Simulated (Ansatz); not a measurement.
Rows from a G0W0 calculation on SnSe2 (1T monolayer) (Ansatz 0.2.0; G0W0 on PBE, plane waves, PAW; PAW set soft_1; 6×6×1 mesh, 345 empty bands, screening to 54 eV, PAW set soft_1 files), in eV. Spin-orbit coupling is left out.

```
row                       k  band   start       Σx  Σc at the solution      Vxc
  A   (0.000, 0.167, 0.000)    c2  -2.229   -7.808              -3.524  -11.905
  B  (0.000, -0.500, 0.000)    v1  -6.358  -17.257               1.843  -15.060
  C  (0.000, -0.500, 0.000)    c1  -5.256  -10.681              -2.495  -13.759
  D   (0.000, 0.167, 0.000)    c1  -3.887  -11.870              -2.821  -15.405
  E  (0.000, -0.500, 0.000)    c2  -1.958   -7.728              -3.600  -11.890
  F   (0.000, 0.167, 0.000)    v1  -6.054  -17.383               1.692  -15.374
```

Work out each quasiparticle level and how far it moved.

The quasiparticle equation reads E = start + Σx + Σc(E) − Vxc.

```
row  E (eV)  shift (eV)
  A  -1.657      +0.573
  B  -6.713      −0.354
  C  -4.672      +0.583
  D  -3.174      +0.714
  E  -1.396      +0.562
  F  -6.370      −0.316
```

The gap over the computed points goes from 0.80 eV to 1.70 eV.

Limits: not at the basis limit; coarse mesh for a sheet; no spin-orbit coupling.

[Paths, hosts, dates, memory and timing lines, banners, echoed tables and standing remarks are left out of the program output.]

[Logs are printed without paths, hosts, clocks, repeated set-up lines and the standing remarks that a program may print on its own settings, such as how far it seeks lower states.]

[Runs of the session that timed out or met a known fault of the program may be left out.]

[Cells called generated may have been cut or substituted from an entry of the Crystallography Open Database or the Materials Project.]

[Hosts, paths, dates, database ids (printed as entryN), source tags and the programs' standing remarks are cut or masked in the printed files.]
